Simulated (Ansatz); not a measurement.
# KRuCl3: relaxing a made-up structure

This structure for KRuCl3 is made up. Its elements were placed in a known structure type with a cell scaled to their sizes. What cell does the guess relax to, and how far off was it?

Method: DFT, PBE, plane-wave PAW, default files, scalar-relativistic, no spin, cell and ions relaxed at zero pressure, in Ansatz 0.2.0.

**1. The starting structure**

Symmetry: Pm-3m, No. 221, cubic system. Conventional cell: a = 5.185 Å, b = 5.185 Å, c = 5.185 Å, α = 90.00°, β = 90.00°, γ = 90.00°. Ru has 6 Cl at 2.59 Å nearest. Nearest to K lie 12 Cl at 3.67 Å. Cl has 2 Ru at 2.59 Å and 4 K at 3.67 Å nearest. Farther neighbours and most contacts between anions are not listed.

**2. Relaxing cell and atoms**

The guessed cell has no reason to be at equilibrium. It is relaxed with the atoms, within the space group of the guess.

Contents of input.yaml:

```yaml
crystal:
  lattice:
    - [5.185, 0.0, 0.0]
    - [0.0, 5.185, 0.0]
    - [0.0, 0.0, 5.185]
  atoms:
    - { symbol: Ru, position: [0.0, 0.0, 0.0] }
    - { symbol: K, position: [0.5, 0.5, 0.5] }
    - { symbol: Cl, position: [0.5, 0.0, 0.0] }
    - { symbol: Cl, position: [0.0, 0.0, 0.5] }
    - { symbol: Cl, position: [0.0, 0.5, 0.0] }
kpoints:
  mp_grid: { grid: [5, 5, 5] }
scf:
  occupations: { method: fermi_dirac, width: 0.05 }
hamiltonian:
  xc: pbe
  pseudopotentials: { kind: paw }
relax:
  f_tol: 0.015
  max_steps: 70
  cell: {}
output:
  forces: true
  stress: true
```

Started as:

```
$ ansatz run input.yaml --threads 4 --pin off --max-ram 8192MiB --backend cpu --events-out ev --progress --plain --runs-dir out
```

Numbers of over 12 decimals in the logs are rounded to 6 here.

What it wrote:

```text
Engine: ansatz 0.2.0, aarch64-unknown-linux-gnu
Pseudopotentials: kind: paw
Pseudopotential: Ru, paw, valence charge 16, recommended cutoff 420 eV (normal), Ru.paw.azcp
Pseudopotential: K, paw, valence charge 9, recommended cutoff 420 eV (normal), K.paw.azcp
Pseudopotential: Cl, paw, valence charge 7, recommended cutoff 420 eV (normal), Cl.paw.azcp
Functional definition: PBE
  parameter kappa = 0.804
  parameter beta = 0.066725
  exchange = pbe_x(kappa = kappa, mu = beta*pi^2/3)
  correlation = pbe_c(beta = beta)
Crystal: 5 atoms, lattice volume = 139.395 Å³
Basis set: ecut = 420 eV, 2777 PW (Γ), exchange–correlation on 72×72×72 points (8 copies of the dense FFT grid, shifted against one another)
Bands: 28, of which v1, the nominal top of the filled ones, is band 23 counted from 1 (22 counted from 0)
Symmetry: 48 space group operations
Space group: Pm-3m (ITA 221), of the structure as read, at distance tolerance 5.2e-5 Å
k-points: 10 of 125
Non-local potential: Ru, projectors of the file, l = 0: 3, l = 1: 2, l = 2: 2, l = 3: 1
Non-local potential: K, projectors of the file, l = 0: 3, l = 1: 2, l = 2: 2
Non-local potential: Cl, projectors of the file, l = 0: 2, l = 1: 2, l = 2: 2
PAW form: soft (Blöchl's): semilocal exchange-correlation on the pseudo side does not see the compensation charge
PAW one-centre angular grid: Ru, 590 points (default); XC on 64 Gauss nodes
PAW one-centre angular grid: K, 110 points (default); XC on 64 Gauss nodes
PAW one-centre angular grid: Cl, 110 points (default); XC on 64 Gauss nodes
Initial density: superposition of atomic densities (neutral atoms: chi_scale 0, normalization atom), corrected by the library's trained network
Initial wavefunctions: pseudopotential atomic-orbital guess
Functional: x = pbe(κ = 0.804, μ = 0.219515), c = pbe(β = 0.066725)
SCF iter   1: F=—  HF=-10658.559987 eV  |F-HF|=—  |Δ(HF+E_count)|=         —  Δρ=5.62e-3  dr2=8.40e-3  ethr=1.77e-3  ⟨swp⟩=6.8  Hψ=1198  notcnv=0
preconditioner: auto → LDOS  [insulator: Δε(μ)=0.144 eV  Ē_g=10.211 eV  σ=0.050 eV  W_gap=0.62  n_scr=26 (ndim 8)  ℏωp=18.9 eV  f_vac=0.091  D(μ)=7.38/eV (n_scr^D=80)  ε∞_Penn≈4.4  β→1.0]
SCF iter   2: F=—  HF=-10658.562767 eV  |F-HF|=—  |Δ(HF+E_count)|=   2.78e-3  Δρ=8.05e-4  dr2=6.91e-4  ethr=1.83e-5  ⟨swp⟩=2.6  Hψ=579  notcnv=0
SCF iter   3: F=—  HF=-10658.562628 eV  |F-HF|=—  |Δ(HF+E_count)|=   1.39e-4  Δρ=1.81e-4  dr2=5.09e-5  ethr=1.50e-6  ⟨swp⟩=2.0  Hψ=515  notcnv=0
SCF iter   4: F=—  HF=-10658.562759 eV  |F-HF|=—  |Δ(HF+E_count)|=   1.31e-4  Δρ=1.29e-4  dr2=3.83e-5  ethr=1.11e-7  ⟨swp⟩=2.0  Hψ=508  notcnv=0
SCF iter   5: F=—  HF=-10658.562753 eV  |F-HF|=—  |Δ(HF+E_count)|=   5.69e-6  Δρ=4.62e-5  dr2=6.67e-6  ethr=8.33e-8  ⟨swp⟩=1.9  Hψ=311  notcnv=0
SCF iter   6: F=—  HF=-10658.562752 eV  |F-HF|=—  |Δ(HF+E_count)|=   1.03e-6  Δρ=1.17e-5  dr2=2.13e-7  ethr=1.45e-8  ⟨swp⟩=2.2  Hψ=392  notcnv=0
SCF iter   7: F=-10658.562752 eV  HF=-10658.562752 eV  |F-HF|=3.74e-9  |Δ(HF+E_count)|=   3.69e-8  Δρ=3.34e-6  dr2=1.25e-8  ethr=2.17e-10  ⟨swp⟩=4.0  Hψ=1009  notcnv=0
SCF 1 converged in 7 iterations: F = -10658.562752 eV  dr2 = 1.25e-8
  greatest PAW one-centre occupation: 0.998 electrons in one spin orbital (limit 2), on the Ru atom at site 0 (counted from 0), in its partial waves of l = 0
relax step   1: F+E_penalty+E_count = -10658.56275207 eV  Δ(F+E_penalty+E_count) = +0.000e0 eV  max|allowed force component| = 9.650e-30 eV/Å  Δτ_max = 0.0000 Å  P = -5.537 GPa  Ω = 139.395 Å³  (7 SCF iters, dr2 threshold 1.00e-7 eV, accepted)
Crystal: 5 atoms, lattice volume = 122.420 Å³
Basis set: ecut = 420 eV, 2373 PW (Γ), exchange–correlation on 72×72×72 points (8 copies of the dense FFT grid, shifted against one another)
Initial density: handed on by an earlier stage of this run
Initial wavefunctions: those handed on with the density
iter 1 solved again at ethr=6.76e-5 eV; its pass at ethr=3.10e-3 eV (dr2=3.11e-2 eV) is discarded
SCF iter   1: F=—  HF=-10659.001106 eV  |F-HF|=—  |Δ(HF+E_count)|=         —  Δρ=4.20e-3  dr2=3.02e-2  ethr=6.76e-5  ⟨swp⟩=1.0  Hψ=1481  notcnv=0
preconditioner: auto → LDOS  [metal: Δε(μ)=0.095 eV  Ē_g=10.800 eV  σ=0.050 eV  W_gap=0.43  n_scr=26 (ndim 8)  ℏωp=20.1 eV  f_vac=0.049  D(μ)=5.77/eV (n_scr^D=56)  β→1.0]
SCF iter   2: F=—  HF=-10658.992657 eV  |F-HF|=—  |Δ(HF+E_count)|=   8.45e-3  Δρ=2.23e-3  dr2=7.05e-3  ethr=6.57e-5  ⟨swp⟩=3.2  Hψ=574  notcnv=0
SCF iter   3: F=—  HF=-10658.990349 eV  |F-HF|=—  |Δ(HF+E_count)|=   2.31e-3  Δρ=8.12e-4  dr2=1.57e-3  ethr=1.53e-5  ⟨swp⟩=2.2  Hψ=530  notcnv=0
SCF iter   4: F=—  HF=-10658.990117 eV  |F-HF|=—  |Δ(HF+E_count)|=   2.33e-4  Δρ=5.04e-4  dr2=6.12e-4  ethr=3.41e-6  ⟨swp⟩=2.0  Hψ=306  notcnv=0
SCF iter   5: F=—  HF=-10658.990005 eV  |F-HF|=—  |Δ(HF+E_count)|=   1.12e-4  Δρ=1.27e-4  dr2=2.22e-5  ethr=1.33e-6  ⟨swp⟩=2.0  Hψ=358  notcnv=0
SCF iter   6: F=—  HF=-10658.990103 eV  |F-HF|=—  |Δ(HF+E_count)|=   9.81e-5  Δρ=1.82e-5  dr2=5.08e-7  ethr=4.83e-8  ⟨swp⟩=2.0  Hψ=477  notcnv=0
SCF iter   7: F=-10658.990103 eV  HF=-10658.990103 eV  |F-HF|=5.66e-9  |Δ(HF+E_count)|=   1.45e-7  Δρ=3.23e-6  dr2=1.51e-8  ethr=1.09e-9  ⟨swp⟩=4.0  Hψ=910  notcnv=0
SCF 2 converged in 7 iterations: F = -10658.990103 eV  dr2 = 1.51e-8
relax step   2: F+E_penalty+E_count = -10658.99010282 eV  Δ(F+E_penalty+E_count) = -4.274e-1 eV  max|allowed force component| = 4.617e-29 eV/Å  Δτ_max = 0.0000 Å  P = -1.985 GPa  Ω = 122.420 Å³  energy of the carried Pulay correction = +9.533e-4 eV  (7 SCF iters, dr2 threshold 5.00e-7 eV, accepted)
Crystal: 5 atoms, lattice volume = 114.634 Å³
Basis set: ecut = 420 eV, 2205 PW (Γ), exchange–correlation on 72×72×72 points (8 copies of the dense FFT grid, shifted against one another)
iter 1 solved again at ethr=1.39e-5 eV; its pass at ethr=3.10e-3 eV (dr2=6.38e-3 eV) is discarded
SCF iter   1: F=—  HF=-10659.020676 eV  |F-HF|=—  |Δ(HF+E_count)|=         —  Δρ=2.11e-3  dr2=6.05e-3  ethr=1.39e-5  ⟨swp⟩=2.2  Hψ=1577  notcnv=0
preconditioner: auto → LDOS  [metal: Δε(μ)=0.068 eV  Ē_g=11.096 eV  σ=0.050 eV  W_gap=0.30  n_scr=26 (ndim 8)  ℏωp=20.8 eV  f_vac=0.034  D(μ)=5.03/eV (n_scr^D=32)  β→1.0]
SCF iter   2: F=—  HF=-10659.019040 eV  |F-HF|=—  |Δ(HF+E_count)|=   1.64e-3  Δρ=1.06e-3  dr2=1.39e-3  ethr=1.31e-5  ⟨swp⟩=2.6  Hψ=526  notcnv=0
SCF iter   3: F=—  HF=-10659.018527 eV  |F-HF|=—  |Δ(HF+E_count)|=   5.13e-4  Δρ=3.15e-4  dr2=2.01e-4  ethr=3.03e-6  ⟨swp⟩=2.0  Hψ=519  notcnv=0
SCF iter   4: F=—  HF=-10659.018549 eV  |F-HF|=—  |Δ(HF+E_count)|=   2.18e-5  Δρ=1.78e-4  dr2=7.30e-5  ethr=4.37e-7  ⟨swp⟩=2.0  Hψ=310  notcnv=0
SCF iter   5: F=—  HF=-10659.018535 eV  |F-HF|=—  |Δ(HF+E_count)|=   1.41e-5  Δρ=3.97e-5  dr2=2.36e-6  ethr=1.59e-7  ⟨swp⟩=2.0  Hψ=358  notcnv=0
SCF iter   6: F=-10659.018535 eV  HF=-10659.018535 eV  |F-HF|=6.81e-8  |Δ(HF+E_count)|=   4.01e-7  Δρ=8.25e-6  dr2=1.12e-7  ethr=1.09e-9  ⟨swp⟩=4.9  Hψ=1057  notcnv=0
SCF 3 converged in 6 iterations: F = -10659.018535 eV  dr2 = 1.12e-7
relax step   3: F+E_penalty+E_count = -10659.01853452 eV  Δ(F+E_penalty+E_count) = -2.843e-2 eV  max|allowed force component| = 5.588e-30 eV/Å  Δτ_max = 0.0000 Å  P = +1.034 GPa  Ω = 114.634 Å³  energy of the carried Pulay correction = +1.433e-3 eV  (6 SCF iters, dr2 threshold 5.00e-7 eV, accepted)
Crystal: 5 atoms, lattice volume = 117.186 Å³
Basis set: ecut = 420 eV, 2301 PW (Γ), exchange–correlation on 72×72×72 points (8 copies of the dense FFT grid, shifted against one another)
iter 1 solved again at ethr=1.58e-6 eV; its pass at ethr=3.10e-3 eV (dr2=7.28e-4 eV) is discarded
SCF iter   1: F=—  HF=-10659.025863 eV  |F-HF|=—  |Δ(HF+E_count)|=         —  Δρ=6.98e-4  dr2=6.65e-4  ethr=1.58e-6  ⟨swp⟩=2.2  Hψ=1630  notcnv=0
preconditioner: auto → LDOS  [metal: Δε(μ)=0.083 eV  Ē_g=11.008 eV  σ=0.050 eV  W_gap=0.36  n_scr=26 (ndim 8)  ℏωp=20.6 eV  f_vac=0.046  D(μ)=5.13/eV (n_scr^D=32)  β→1.0]
SCF iter   2: F=—  HF=-10659.025691 eV  |F-HF|=—  |Δ(HF+E_count)|=   1.72e-4  Δρ=3.55e-4  dr2=1.59e-4  ethr=1.44e-6  ⟨swp⟩=2.0  Hψ=478  notcnv=0
SCF iter   3: F=—  HF=-10659.025701 eV  |F-HF|=—  |Δ(HF+E_count)|=   1.03e-5  Δρ=1.05e-4  dr2=2.24e-5  ethr=3.45e-7  ⟨swp⟩=2.4  Hψ=427  notcnv=0
SCF iter   4: F=—  HF=-10659.025698 eV  |F-HF|=—  |Δ(HF+E_count)|=   3.39e-6  Δρ=5.77e-5  dr2=8.00e-6  ethr=4.88e-8  ⟨swp⟩=2.0  Hψ=334  notcnv=0
SCF iter   5: F=-10659.025696 eV  HF=-10659.025696 eV  |F-HF|=2.27e-7  |Δ(HF+E_count)|=   1.45e-6  Δρ=1.33e-5  dr2=2.94e-7  ethr=1.09e-9  ⟨swp⟩=3.4  Hψ=1158  notcnv=0
SCF 4 converged in 5 iterations: F = -10659.025696 eV  dr2 = 2.94e-7
relax step   4: F+E_penalty+E_count = -10659.02569596 eV  Δ(F+E_penalty+E_count) = -7.161e-3 eV  max|allowed force component| = 2.610e-30 eV/Å  Δτ_max = 0.0000 Å  P = -0.090 GPa  Ω = 117.186 Å³  energy of the carried Pulay correction = +1.273e-3 eV  (5 SCF iters, dr2 threshold 5.00e-7 eV, accepted)
Crystal: 5 atoms, lattice volume = 116.977 Å³
iter 1 solved again at ethr=1.15e-8 eV; its pass at ethr=3.10e-3 eV (dr2=5.27e-6 eV) is discarded
SCF iter   1: F=—  HF=-10659.025699 eV  |F-HF|=—  |Δ(HF+E_count)|=         —  Δρ=5.44e-5  dr2=3.92e-6  ethr=1.15e-8  ⟨swp⟩=2.0  Hψ=1351  notcnv=0
preconditioner: auto → LDOS  [metal: Δε(μ)=0.081 eV  Ē_g=11.014 eV  σ=0.050 eV  W_gap=0.36  n_scr=26 (ndim 8)  ℏωp=20.6 eV  f_vac=0.043  D(μ)=5.13/eV (n_scr^D=32)  β→1.0]
SCF iter   2: F=—  HF=-10659.025770 eV  |F-HF|=—  |Δ(HF+E_count)|=   7.17e-5  Δρ=2.71e-5  dr2=8.79e-7  ethr=8.53e-9  ⟨swp⟩=2.0  Hψ=471  notcnv=0
SCF iter   3: F=—  HF=-10659.025770 eV  |F-HF|=—  |Δ(HF+E_count)|=   3.57e-7  Δρ=5.10e-6  dr2=3.34e-8  ethr=1.91e-9  ⟨swp⟩=2.0  Hψ=438  notcnv=0
SCF iter   4: F=-10659.025770 eV  HF=-10659.025770 eV  |F-HF|=5.62e-9  |Δ(HF+E_count)|=   4.46e-9  Δρ=1.72e-6  dr2=6.99e-9  ethr=4.40e-11  ⟨swp⟩=4.0  Hψ=898  notcnv=0
SCF 5 converged in 4 iterations: F = -10659.025770 eV  dr2 = 6.99e-9
relax step   5: F+E_penalty+E_count = -10659.02577007 eV  Δ(F+E_penalty+E_count) = -7.412e-5 eV  max|allowed force component| = 3.300e-30 eV/Å  Δτ_max = 0.0000 Å  P = -0.004 GPa  Ω = 116.977 Å³  energy of the carried Pulay correction = +1.286e-3 eV  (4 SCF iters, dr2 threshold 2.02e-8 eV, accepted)
Initial wavefunctions: pseudopotential atomic-orbital guess (no wavefunctions were taken with the density)
iter 1 solved again at ethr=4.05e-7 eV; its pass at ethr=3.10e-3 eV (dr2=1.86e-4 eV) is discarded
SCF iter   1: F=—  HF=-10659.023891 eV  |F-HF|=—  |Δ(HF+E_count)|=         —  Δρ=2.34e-4  dr2=9.23e-6  ethr=4.05e-7  ⟨swp⟩=3.0  Hψ=1860  notcnv=0
SCF iter   2: F=—  HF=-10659.023972 eV  |F-HF|=—  |Δ(HF+E_count)|=   8.16e-5  Δρ=4.18e-5  dr2=9.10e-7  ethr=2.01e-8  ⟨swp⟩=2.0  Hψ=515  notcnv=0
SCF iter   3: F=—  HF=-10659.023959 eV  |F-HF|=—  |Δ(HF+E_count)|=   1.32e-5  Δρ=8.02e-6  dr2=5.00e-8  ethr=1.98e-9  ⟨swp⟩=2.0  Hψ=515  notcnv=0
SCF iter   4: F=—  HF=-10659.023959 eV  |F-HF|=—  |Δ(HF+E_count)|=   5.38e-9  Δρ=1.24e-6  dr2=2.48e-9  ethr=1.09e-10  ⟨swp⟩=2.0  Hψ=510  notcnv=0
SCF iter   5: F=—  HF=-10659.023959 eV  |F-HF|=—  |Δ(HF+E_count)|=  5.46e-11  Δρ=5.99e-7  dr2=7.51e-10  ethr=5.38e-12  ⟨swp⟩=1.6  Hψ=294  notcnv=0
SCF iter   6: F=—  HF=-10659.023959 eV  |F-HF|=—  |Δ(HF+E_count)|=  1.24e-10  Δρ=2.99e-7  dr2=1.61e-10  ethr=1.63e-12  ⟨swp⟩=2.1  Hψ=346  notcnv=0
SCF iter   7: F=-10659.023959 eV  HF=-10659.023959 eV  |F-HF|=0.00e0  |Δ(HF+E_count)|=  3.27e-11  Δρ=3.87e-8  dr2=1.70e-12  ethr=1.00e-12  ⟨swp⟩=4.1  Hψ=984  notcnv=0
SCF 6 converged in 7 iterations: F = -10659.023959 eV  dr2 = 1.70e-12
relax step   6: F+E_penalty+E_count = -10659.02395904 eV  Δ(F+E_penalty+E_count) = +1.811e-3 eV  max|allowed force component| = 1.160e-29 eV/Å  Δτ_max = 0.0000 Å  P = +0.003 GPa  Ω = 116.977 Å³  stress off target by 2.66e-3 GPa  SCF on the basis re-selected at this cell (its energy is not comparable with the rows above)  (7 SCF iters)
basis re-selected at this cell: Δ(F+E_penalty+E_count) = +1.811e-3 eV, ΔP = +0.006 GPa vs the last step (what re-selecting the basis moved, of the pressure what is left beyond the Pulay correction that the steps carried, after the strain that the cell walked since its last selection, with what the two solves' SCF thresholds leave and, on support functions, any second-order correction that the steps lacked; it is no m [...]
SCF converged after 7 iterations
Free energy (F): -10659.023959 eV
Harris-Foulkes:  -10659.023959 eV  (|F-HF|=0.00e0)
Internal energy: -10658.977241 eV  (E = F + TS)
E sigma→0 (E₀):  -10659.000600 eV
Entropy (-TS):   -0.046718 eV (-9.344 meV/atom)
Fermi energy:    6.478453 eV
--- Per-component energies (eV) ---
  E_band       = -412.644948
  E_kinetic    = 1253.178239
  E_local      = -3815.336296  (includes V_loc(G=0)·N_el)
  E_nonlocal   = 446.399319
  E_hartree    = 1357.388010
  E_xc         = -645.385696
  E_vxc        = -767.923050  (∫ρ·V_xc dr)
  E_paw        = -6222.382539  (= ΣΔE_a)
  E_vpaw       = -243.739220  (= ΣTr[D̂ρ^β])
  E_aug_tail   = 0.000108  (compensation charges beyond the density's cutoff)
  E_ewald      = -3032.838385
  E_smearing   = -0.046718  (= −TS)
  E_closure    = 0.000000  (closes the sum)
  Σ components = -10659.023959   (vs F -10659.023959, Δ=0.00e0)
--- Forces (eV/Å), atoms counted from 1 ---
  atom   1  Ru    -0.00000000     0.00000000    -0.00000000
  atom   2  K      0.00000000     0.00000000     0.00000000
  atom   3  Cl    -0.00000000    -0.00000000     0.00000000
  atom   4  Cl    -0.00000000     0.00000000    -0.00000000
  atom   5  Cl     0.00000000    -0.00000000     0.00000000
  max |Σ_I F_I| component: 1.04e-29 eV/Å
--- Stress (GPa, compression-positive) ---
        0.002664      -0.000000       0.000000
       -0.000000       0.002664      -0.000000
        0.000000      -0.000000       0.002664
  P = ⅓ Tr σ = 0.0027 GPa (0.027 kbar)
--- Relaxed structure (5 steps of the walk, 5 accepted, 1 SCFs on fresh bases) ---
  F+E_penalty+E_count = -10659.02395904 eV   max|allowed force component| = 1.160e-29 eV/Å   (the final SCF, on the basis selected at the relaxed cell)
  cell:  # Å, volume = 116.9774 Å³
    - [4.890658, 0, 0]
    - [0, 4.890658, 0]
    - [0, 0, 4.890658]
  atoms:
    - { symbol: Ru, position: [0, 0, 0] }
    - { symbol: K, position: [0.5, 0.5, 0.5] }
    - { symbol: Cl, position: [0.5, 0, 0] }
    - { symbol: Cl, position: [0, 0, 0.5] }
    - { symbol: Cl, position: [0, 0.5, 0] }
```

Run time: 3.3 s. Hardware: 4 threads of Arm Neoverse V2, shared host; peak memory 0.43 GiB.

This run has no spin polarisation, although Ru can carry a moment.

Step by step:

```csv
step,energy less that of the first step (eV),largest force component (eV/Å),pressure (GPa),volume (Å³)
1,0.0000,0.0000,-5.54,139.39
2,-0.4274,0.0000,-1.99,122.42
3,-0.4558,0.0000,1.03,114.63
4,-0.4629,0.0000,-0.09,117.19
5,-0.4630,0.0000,0.00,116.98
6*,-0.4612,0.0000,0.00,116.98
```

Relaxation steps marked * repeat the geometry before them on a plane-wave basis chosen anew for their cell, so energy and pressure can jump there.

The run keeps the 48 symmetry operations that it works with, so distortions that break them were not tested.

```csv
"conventional cell, symmetrised",before,after,change
a (Å),5.185,4.891,-5.7 %
b (Å),5.185,4.891,-5.7 %
c (Å),5.185,4.891,-5.7 %
volume (Å³/atom),27.88,23.40,-16.1 %
```

Final coordinates:

```cif
data_structure
_symmetry_space_group_name_H-M 'P 1'
_symmetry_Int_Tables_number 1
_cell_length_a 4.8907
_cell_length_b 4.8907
_cell_length_c 4.8907
_cell_angle_alpha 90.000
_cell_angle_beta 90.000
_cell_angle_gamma 90.000
_cell_volume 116.98
loop_
_atom_site_label
_atom_site_type_symbol
_atom_site_fract_x
_atom_site_fract_y
_atom_site_fract_z
_atom_site_occupancy
Ru1 Ru 0.00000 0.00000 0.00000 1
K2 K 0.50000 0.50000 0.50000 1
Cl3 Cl 0.50000 0.00000 0.00000 1
Cl4 Cl 0.00000 0.00000 0.50000 1
Cl5 Cl 0.00000 0.50000 0.00000 1
```

Numbers from this step:

```yaml
free_energy: -10659.0240 eV
energy_at_zero_smearing: -10659.0006 eV
smearing_term_ts: 0.04672 eV
fermi_energy: 6.478 eV
electrons: 46
symmetry_operations: 48
pressure: 0.002664 GPa
```

Shortest distances by pair of elements, guess and relaxed (not always the same contact):

```csv
pair,guess (Å),relaxed (Å)
Cl–Ru,2.592,2.445
Cl–K,3.666,3.458
Cl–Cl,3.666,3.458
K–Ru,4.490,4.235
Ru–Ru,5.185,4.891
```

The relaxation ends with a pressure of 0.00 GPa.

**3. What came out**

```
space group, relaxed : Pm-3m
conventional cell    : a = 4.891, b = 4.891, c = 4.891 Å; α = 90.0°, β = 90.0°, γ = 90.0°
volume per atom      : 23.40 Å³ (guess 27.88)
```

**Reading.** KRuCl3 relaxes to Pm-3m with a = 4.891, b = 4.891 and c = 4.891 Å. The guessed volume was 19 % too large. The space group Pm-3m was held in the relaxation, so the end point is a stationary structure within it and may be a saddle against distortions or other arrangements. Mesh and cutoff weren't tested. No dispersion term is used, so weakly bound directions may come out too long. The runs have no spin, and magnetism wasn't tested. Nothing here tests whether the compound is stable against decomposition.

[Logs are printed without paths, hosts, clocks, repeated set-up lines and the standing remarks that a program may print on its own settings, such as how far it seeks lower states.]

[Hosts, paths, dates, database ids (printed as entryN), source tags and the programs' standing remarks are cut or masked in the printed files.]
